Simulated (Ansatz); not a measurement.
## BiSb (model cell, started as layered BN type): following an unstable mode

Which phase does BiSb (model cell, started as layered BN type) fall into along its unstable mode, and how much energy does it gain?

Method: DFT PBEsol, scalar-relativistic, plane waves, PAW, in Ansatz 0.2.0.

Most raw output is cut from this account.

The structure was built from a prototype and need not be the compound's stable phase.

## (1) Starting point

It takes space group P6_3/mmc (No. 194, hexagonal). Conventional cell: a = 5.302 Å, b = 5.302 Å, c = 6.390 Å, α = 90.00°, β = 90.00°, γ = 120.00°. Sb has 5 Bi at 3.06 to 3.19 Å nearest. Nearest to Bi lie 5 Sb at 3.06 to 3.19 Å. Farther neighbours are not listed.

## (2) Phonons on a q mesh

The cell comes from relaxations at this level that are not shown. The mesh has a single point along some directions, so zone-edge points there are not solved. Linear response on a 2×2×1 q mesh gives force constants as far as a supercell of that size would.

File input.yaml:

```yaml
crystal:
  lattice:
    - [5.3016348868, -3.0982e-06, 0.0]
    - [-2.6508147603, 4.5913520427, 0.0]
    - [0.0, 0.0, 6.3896325225]
  atoms:
    - { symbol: Sb, position: [0.3333333333, 0.6666666667, 0.25] }
    - { symbol: Sb, position: [0.6666666667, 0.3333333333, 0.75] }
    - { symbol: Bi, position: [0.6666666667, 0.3333333333, 0.25] }
    - { symbol: Bi, position: [0.3333333333, 0.6666666667, 0.75] }
kpoints:
  mp_grid: { grid: [12, 12, 6] }
hamiltonian:
  xc: pbesol
scf:
  occupations: { method: methfessel_paxton, width: 0.2 }
output:
  eigenvalues: true
phonons:
  method: dfpt
  qmesh: [2, 2, 1]
  temperatures: { t_max: 1000, t_step: 50 }
  qpath:
    path:
      - [[0.0, 0.0, 0.0], [0.5, 0.0, 0.0], [0.33333333, 0.33333333, 0.0], [0.0, 0.0, 0.0], [0.0, 0.0, 0.5], [0.5, 0.0, 0.5], [0.33333333, 0.33333333, 0.5], [0.0, 0.0, 0.5]]
      - [[0.5, 0.0, 0.5], [0.5, 0.0, 0.0]]
      - [[0.33333333, 0.33333333, 0.5], [0.33333333, 0.33333333, 0.0]]
    npoints: 10
```

Launch:

```sh
> ansatz run input.yaml --threads 4 --pin off --max-ram 7168MiB --backend cpu --events-out ev --progress --plain --runs-dir out
```

It took 6.1 min on 4 threads of Arm Neoverse V2, shared host; peak memory 4.1 GiB.

This step gave:

```yaml
volume_per_atom: 38.88 Å³
gap_on_the_k_mesh: 0 eV
sum_rule_residual_before_enforcement: 2.39e-5 eV/Å²
point_group: 6/mmm
highest_optical_mode_at_the_zone_centre_no_lo_to_term: 117.5 cm⁻¹
lowest_optical_zone_centre_mode: -81.1 cm⁻¹
lowest_mode_on_the_q_mesh_acoustic_modes_at_gamma_apart: -81.1 cm⁻¹
highest_frequency_at_a_solved_wavevector_no_lo_to_term_at_gamma: 117.5 cm⁻¹
```

Frequencies (cm⁻¹) solved at each irreducible wavevector; negative means imaginary. Frequencies by wavevector, by row:

```
q in reciprocal lattice units  star  mode 1  mode 2  mode 3  mode 4  mode 10  mode 11  mode 12
                        0 0 0     1   -81.1   -15.4   -15.4       0     98.7    117.5    117.5
                     0 -0.5 0     3    -9.4    23.5    25.5    36.2     97.5    105.7    107.2
```

Symmetry leaves 2 wavevectors to solve. The lowest mode among them, the acoustic zeros apart, lies at Γ and is imaginary, 81.1i cm⁻¹, so the energy falls along it.

## (3) The mode frozen in, largest atomic shift 0 Å

The mode followed lies at Γ with frequency 81.1i cm⁻¹, the softest among the wavevectors solved. At small amplitude the distorted cell has space group no. 186 by a symmetry search on the positions. The undistorted cell that holds it gives the zero of energy on the same k mesh.

input.yaml, the sections that differ from step 2:

```yaml
output:
  forces: true
  stress: true
  eigenvalues: true
# crystal, kpoints, hamiltonian, scf: as in step 2
# phonons: removed
```

Run time: 5.4 s. Hardware: 4 threads; peak memory 0.65 GiB; 20 s of CPU time.

This step gave:

```
pressure                         : -6.78e-4 GPa
energy from the undistorted cell : 0 meV/atom
```

The run ends at a pressure of 0.00 GPa.

## (4) The mode frozen in, largest atomic shift 0.14 Å

The atoms are moved along the unstable eigenvector, the largest shift by 0.14 Å, with the cell fixed.

input.yaml, the sections that differ from step 3:

```yaml
crystal:
  lattice:
    - [5.3016348868, -3.0982e-06, 0.0]
    - [-2.6508147603, 4.5913520427, 0.0]
    - [0.0, 0.0, 6.3896325225]
  atoms:
    - { symbol: Sb, position: [0.3333333333, 0.6666666667, 0.2719104932] }
    - { symbol: Sb, position: [0.6666666667, 0.3333333333, 0.7719104932] }
    - { symbol: Bi, position: [0.6666666667, 0.3333333333, 0.2372341059] }
    - { symbol: Bi, position: [0.3333333333, 0.6666666667, 0.7372341059] }
# kpoints, hamiltonian, scf, output: as in step 3
```

Elapsed: 8.1 s, on 4 threads; peak memory 0.61 GiB; 31 s of CPU time.

Numbers from this step:

- pressure: 0.5946 GPa
- energy from the undistorted cell: -10.18 meV/atom

The energy, extrapolated to zero smearing, is -10.18 meV/atom against the undistorted cell.

The run ends at a pressure of 0.59 GPa, with forces up to 0.023 eV/Å.

## (5) Energy along the mode, all amplitudes (two of the runs are shown above)

An imaginary frequency means negative curvature, so the energy should fall and then rise again as anharmonic terms take over.

This step gave:

- depth at the lowest point sampled: 10.18 meV/atom
- largest atomic shift at that point: 0.14 Å

Energy from the parent against largest atomic shift:

```
largest atomic shift (Å)  energy from the parent (meV/atom)
                   0.000                                  0
                   0.040                              -1.71
                   0.080                              -5.42
                   0.140                              -10.2
                   0.220                               3.64
                   0.320                               91.7
```

Displacement at unit largest shift by atom:

```
atom  x (Å)  y (Å)  z (Å)  size
 Sb1   0.00   0.00   1.00  1.00
 Sb2   0.00   0.00   1.00  1.00
 Bi3   0.00   0.00  -0.58  0.58
 Bi4   0.00   0.00  -0.58  0.58
```

The lowest of the steps tried is at 0.14 Å, 10.2 meV/atom below the parent; the bottom of the well need not coincide with a step.

## (6) Relaxing from the distorted cell

Starting from the lowest point found, all atoms and the cell are let go, so that strain and other modes of the same symmetry can join in.

input.yaml: that of step 4 with these lines changed.

```diff
@@ -20 +20,6 @@
   eigenvalues: true
+relax:
+  adjacent_minimum: "off"
+  f_tol: 0.002
+  max_steps: 120
+  cell: { stress_tol: 0.03 }
```

It took 66 s on 4 threads; peak memory 0.67 GiB.

The steps of the relaxation:

```
step  energy less that of the first step (eV)  largest force component (eV/Å)  pressure (GPa)  volume (Å³)
   1                                   0.0000                          0.0233            0.59       155.53
   2                                  -0.0161                          0.1323           -0.17       159.11
   3                                  -0.0232                          0.0746           -0.03       159.39
   4                                  -0.0249                          0.0619            0.03       160.71
   5                                  -0.0259                          0.0038            0.07       160.09
   6                                  -0.0259                          0.0006           -0.01       160.45
  7*                                  -0.0266                          0.0006           -0.01       160.45
```

Relaxation steps marked * repeat the geometry before them on a plane-wave basis chosen anew for their cell, so energy and pressure can jump there.

The run keeps the 12 symmetry operations that it works with, so distortions that break them were not tested.

```
conventional cell, symmetrised  before  after  change
                         a (Å)   5.302  5.296  -0.1 %
                         b (Å)   5.302  5.296  -0.1 %
                         c (Å)   6.390  6.606  +3.4 %
              volume (Å³/atom)   38.88  40.11  +3.2 %
```

The atoms that moved most (Å, as changes of fractional coordinates times the final cell):

```
atom     dx     dy      dz  length
 Sb2  0.000  0.000   0.057   0.057
 Bi3  0.000  0.000  -0.057   0.057
 Sb1  0.000  0.000   0.057   0.057
 Bi4  0.000  0.000  -0.057   0.057
```

The relaxed structure:

```xyz
4
Lattice="5.2958 0.0000 0.0000 -2.6479 4.5863 0.0000 0.0000 0.0000 6.6063" Properties=species:S:1:pos:R:3 pbc="T T T"
Sb    0.0000    3.0575    1.8531
Sb    2.6479    1.5288    5.1563
Bi    2.6479    1.5288    1.5104
Bi    0.0000    3.0575    4.8136
```

This step gave:

```
pressure        : -0.01479 GPa
volume per atom : 40.11 Å³
```

The distorted start has space group P6_3mc; the relaxation ends in P6_3mc.

## (7) The new phase in its own primitive cell

The relaxed structure is symmetrised, reduced to its primitive cell and relaxed tightly, as its phonons need.

input.yaml, the sections that differ from step 6:

```yaml
crystal:
  lattice:
    - [5.295799446, 0.0, 0.0]
    - [-2.647899723, 4.5862968536, 0.0]
    - [0.0, 0.0, 6.6062759827]
  atoms:
    - { symbol: Sb, position: [0.3333333333, 0.6666666667, 0.2805100445] }
    - { symbol: Sb, position: [0.6666666667, 0.3333333333, 0.7805100445] }
    - { symbol: Bi, position: [0.6666666667, 0.3333333333, 0.2286345546] }
    - { symbol: Bi, position: [0.3333333333, 0.6666666667, 0.7286345546] }
kpoints:
  mp_grid: { grid: [9, 9, 6] }
relax:
  adjacent_minimum: "off"
  f_tol: 0.001
  max_steps: 60
  cell: { stress_tol: 0.01 }
# hamiltonian, scf, output: as in step 6
```

Wall time 29 s (4 threads); peak memory 0.59 GiB; 1.8 min of CPU time.

The steps of the relaxation:

```
step  energy less that of the first step (eV)  largest force component (eV/Å)  pressure (GPa)  volume (Å³)
   1                                   0.0000                          0.0030           -0.04       160.45
   2                                  -0.0001                          0.0106            0.01       160.17
   3                                  -0.0002                          0.0045            0.00       160.13
   4                                  -0.0002                          0.0000            0.00       160.06
  5*                                  -0.0001                          0.0000            0.00       160.06
```

Relaxation steps marked * repeat the geometry before them on a plane-wave basis chosen anew for their cell, so energy and pressure can jump there.

Forces are held to the 12 operations that the run works with; a distortion that breaks them can't arise in this run.

```
conventional cell, symmetrised  before  after  change
                         a (Å)   5.296  5.297  +0.0 %
                         b (Å)   5.296  5.297  +0.0 %
                         c (Å)   6.606  6.588  -0.3 %
              volume (Å³/atom)   40.11  40.01  -0.2 %
```

This step gave:

- pressure: 0.001708 GPa
- volume per atom: 40.01 Å³

The largest force component left is 0.020 meV/Å and the pressure is 0.002 GPa, within the tolerances set. The cell now holds 40.01 Å³/atom.

## (8) Modes of the new phase, k-mesh 9×9×6

A relaxed structure may still be a saddle point, so its zone-centre modes are computed. No field response is asked, since the mesh shows no gap.

input.yaml, the sections that differ from step 7:

```yaml
crystal:
  lattice:
    - [5.2966169789, 0.0, 0.0]
    - [-2.6483084895, 4.5870048579, 0.0]
    - [0.0, 0.0, 6.5879843107]
  atoms:
    - { symbol: Sb, position: [0.3333333333, 0.6666666667, 0.2799350789] }
    - { symbol: Sb, position: [0.6666666667, 0.3333333333, 0.7799350789] }
    - { symbol: Bi, position: [0.6666666667, 0.3333333333, 0.2292095202] }
    - { symbol: Bi, position: [0.3333333333, 0.6666666667, 0.7292095202] }
output:
  eigenvalues: true
phonons:
  method: dfpt
# kpoints, hamiltonian, scf: as in step 7
# relax: removed
```

Elapsed: 1.7 min, on 4 threads; peak memory 2.8 GiB.

This step gave:

| Property | Result |
| --- | --- |
| sum-rule residual before enforcement | 7.23e-5 eV/Å² |
| point group | 6mm |
| highest optical mode at the zone centre (no LO-TO term) | 132.9 cm⁻¹ |
| lowest optical zone-centre mode | -7.91 cm⁻¹ |

Patterns of degenerate modes are one choice out of their space. Modes at Γ, with each element's share of the kinetic energy (negative means imaginary):

```
mode  frequency (cm⁻¹)  symmetry  Sb %  Bi %
   1              -7.9        E2    38    62
   2              -7.9        E2    38    62
   3               0.0  acoustic    37    63
   4               0.0  acoustic    37    63
   5               0.0  acoustic    37    63
   6              58.2        B1    33    67
   7              89.2        E2    62    38
   8              89.2        E2    62    38
   9             112.4        A1    63    37
  10             123.9        E1    63    37
  11             123.9        E1    63    37
  12             132.9        B1    67    33
```

Displacements in mode 6 (58.2 cm⁻¹), the largest set to 1:
```
Sb1  0.00  0.00 -0.92
Sb2  0.00  0.00  0.92
Bi3  0.00  0.00  1.00
Bi4  0.00  0.00 -1.00
```

Displacements in mode 10 (123.9 cm⁻¹), the largest set to 1:
```
Sb1  1.00  0.00  0.00
Sb2  1.00  0.00  0.00
Bi3 -0.58  0.00  0.00
Bi4 -0.58  0.00  0.00
```

Before it was imposed, the acoustic sum rule was missed by 7.2e-5 eV/Å². Small misses are needed for a sound result but don't prove that mesh and cutoff are converged. The lowest optical mode is slightly imaginary, 7.9i cm⁻¹, too near zero to call.

## (9) Summary of results

| Quantity | Value |
| --- | --- |
| unstable mode of the parent | q = (0, 0, 0), 81i cm⁻¹ |
| depth at the lowest point sampled | 10.2 meV/atom |
| largest atomic shift at that point | 0.14 Å |
| space group reached (within 0.01 Å) | P6_3mc |
| energy gained over the parent (first relaxation, on the mesh of the frozen mode) | 17.1 meV/atom |
| volume per atom, phase reached | 40.0 Å³ |
| lowest optical zone-centre mode, phase reached | -7.9 cm⁻¹ |
| highest optical mode at the zone centre (no LO-TO term), phase reached | 133 cm⁻¹ |

**Reading.** Along this mode the structure falls into P6_3mc, 17.1 meV/atom below the parent. At the parent's cell the well is 10.18 meV/atom deep on the steps tried, with its lowest point at a shift of 0.14 Å. Relaxing atoms and cell changes the gain by +6.93 meV/atom against the lowest step (energies at zero smearing). The lowest mode at the zone centre of the new cell, 7.9i cm⁻¹, is too near zero to call. Of the 2 patterns followed to their end from this parent, this one reaches the lowest energy. Each path keeps the symmetry of its pattern, so a lower phase may lie along a pattern not tried. The q mesh is too sparse to interpolate, so only the solved wavevectors are given. With no gap, or one that is small against the smearing, the frequencies hang on the k mesh and the smearing, most of all near Kohn anomalies. An optical mode within 15 cm⁻¹ of zero is at the mercy of small errors in the force constants, and even its sign is uncertain. Spin-orbit coupling is left out, which can matter for the heavy elements here. A phonon run warned that its eigensolver left some bands unconverged in a pass. The starting cell was built on a prototype and not taken from a measurement, so the phase need not exist.

[Logs are printed without paths, hosts, clocks, repeated set-up lines and the standing remarks that a program may print on its own settings, such as how far it seeks lower states.]

[Hosts, paths, dates, database ids (printed as entryN), source tags and the programs' standing remarks are cut or masked in the printed files.]
